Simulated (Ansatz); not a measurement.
Consider KRhO3 (cubic perovskite) (Pm-3m).

The structure was built from a prototype and need not be the compound's stable phase.

Symmetry: Pm-3m, No. 221, cubic system. Conventional cell: a = 3.833 Å, b = 3.833 Å, c = 3.833 Å, α = 90.00°, β = 90.00°, γ = 90.00°. K has 12 O at 2.71 Å nearest. Nearest to Rh lie 6 O at 1.92 Å. Nearest to O lie 2 Rh at 1.92 Å and 4 K at 2.71 Å. Farther neighbours and most contacts between anions are not listed.

```yaml
crystal:
  lattice:
    - [-3.83294, 0.00000, 0.00000]
    - [0.00000, 0.00000, -3.83294]
    - [0.00000, -3.83294, 0.00000]
  atoms:
    - { symbol: K, position: [0.00000, 0.00000, 0.00000] }
    - { symbol: Rh, position: [0.50000, 0.50000, 0.50000] }
    - { symbol: O, position: [0.50000, 0.50000, 0.00000] }
    - { symbol: O, position: [0.50000, 0.00000, 0.50000] }
    - { symbol: O, position: [0.00000, 0.50000, 0.50000] }
```

The structure was relaxed with LDA. The structure type comes from a generator and need not be one that this composition takes. The structure was generated from a model, not taken from a measurement. The runs that relaxed it are not among those shown. The program's search for lower electronic states was switched off, so nothing shows that the state found is the lowest. PAW set soft_2, made with PBE.

A constrained-RPA run (Ansatz 0.2.0; non-magnetic LDA; Rh d + anion p, bands v11 to c3, 4×4×4 mesh, medium accuracy) builds 14 functions on bands 14 eV wide, with 22.0 electrons in the window. The bare on-site interaction is 18.2 eV and the bare J 0.70 eV.

Estimate U, U′ and J.

On the Rh d shell, U = 9.27 eV (51 % of the bare value), U′ = 8.15 eV, J = 0.56 eV.

The parent state is non-magnetic and the interaction static (zero frequency); U depends on the window and the orbitals, so it belongs to this model alone. A window that holds the anion p bands defines a model with explicit ligands; its U belongs to that model and is not the U of DFT+U.

[Paths, hosts, dates, memory and timing lines, banners, echoed tables and standing remarks are left out of the program output.]

[Logs are printed without paths, hosts, clocks, repeated set-up lines and the standing remarks that a program may print on its own settings, such as how far it seeks lower states.]

[Runs of the session that timed out or met a known fault of the program may be left out.]

[Hosts, paths, dates, database ids (printed as entryN), source tags and the programs' standing remarks are cut or masked in the printed files.]
